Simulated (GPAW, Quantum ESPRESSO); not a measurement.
Consider Ag (Silver, Fm-3m).

```xyz
1
Lattice="0.0000 2.0427 2.0427 2.0427 0.0000 2.0427 2.0427 2.0427 0.0000" Properties=species:S:1:pos:R:3 pbc="T T T"
Ag    0.0000    0.0000    0.0000
```

Absorber: atom 1, with 12 Ag at 2.89 Å (cuboctahedral, site symmetry m-3m). Method: Quantum ESPRESSO XSpectra, PBE, excited-electron core hole (neutral cell), 8-atom cell with 5.8 Å between holes, 5×5×5 k points, dipole transitions, Lorentzian half width 1.2 eV.

Where do the maxima of the Ag L₃ edge fall?

Main maxima up to 30 eV above the zero (height): 9.6 eV (1.17), 16.4 eV (1.32), 23.2 eV (1.49) and 25.6 eV (1.55). At an L edge the dipole rule selects empty d and s states; the absorber's d shell is nominally full, so the onset shows only d character mixed into the empty bands. 

The Ag L₃ spectrum (energy from the energy zero of the input (xe0, at the border of filled and empty states); intensity scaled to a mean of 1 over the first 20 eV; the points at xe0, where the cut of filled states can leave a spike, are interpolated):

| E (eV) | intensity |
| --- | --- |
| -2.00 | 0.13 |
| -1.25 | 0.17 |
| -0.50 | 0.25 |
| 0.25 | 0.35 |
| 1.00 | 0.47 |
| 1.75 | 0.56 |
| 2.50 | 0.62 |
| 3.25 | 0.71 |
| 4.00 | 0.82 |
| 4.75 | 0.87 |
| 5.50 | 0.89 |
| 6.25 | 0.97 |
| 7.00 | 1.07 |
| 7.75 | 1.12 |
| 8.50 | 1.13 |
| 9.25 | 1.16 |
| 10.00 | 1.16 |
| 10.75 | 1.15 |
| 11.50 | 1.13 |
| 12.25 | 1.08 |
| 13.00 | 1.05 |
| 13.75 | 1.03 |
| 14.50 | 1.05 |
| 15.25 | 1.12 |
| 16.00 | 1.26 |
| 16.75 | 1.31 |
| 17.50 | 1.25 |
| 18.25 | 1.25 |
| 19.00 | 1.13 |
| 19.75 | 0.96 |
| 20.50 | 0.92 |
| 21.25 | 1.05 |
| 22.00 | 1.30 |
| 22.75 | 1.48 |
| 23.50 | 1.47 |
| 24.25 | 1.44 |
| 25.00 | 1.50 |
| 25.75 | 1.55 |
| 26.50 | 1.47 |
| 27.25 | 1.32 |
| 28.00 | 1.22 |
| 28.75 | 1.21 |
| 29.50 | 1.22 |
| 30.25 | 1.20 |
| 31.00 | 1.18 |
| 31.75 | 1.16 |

Only the L₃ part is meant: spin–orbit coupling of the core level isn't computed and the L₂ copy isn't added. XSpectra leaves a spike where filled states are cut (about half a line width round xe0); it is interpolated away in tables and plots. The holes are only 5.8 Å apart, so the shape is probably not converged with cell size; no larger cell was run here. Lifetime broadening is put in by hand, and intensities beyond about 20 eV depend on it and on the partial waves. The structure is a published determination, not relaxed.

[Banner, clock and machine lines of the logs are left out without a mark of their own.]

[Logs are printed without paths, hosts, clocks, repeated set-up lines and the standing remarks that a program may print on its own settings, such as how far it seeks lower states.]

[Hosts, paths, dates, database ids (printed as entryN), source tags and the programs' standing remarks are cut or masked in the printed files.]

[Lists of maxima count a maximum above −3 eV only where it reaches 4 % of the highest in the window and stands out from its surroundings by 2 % of it (1.5 % where it reaches 55 %); shoulders and weaker maxima are passed over, and of the rest the first, up to two pre-edge ones and the few strongest are named.]
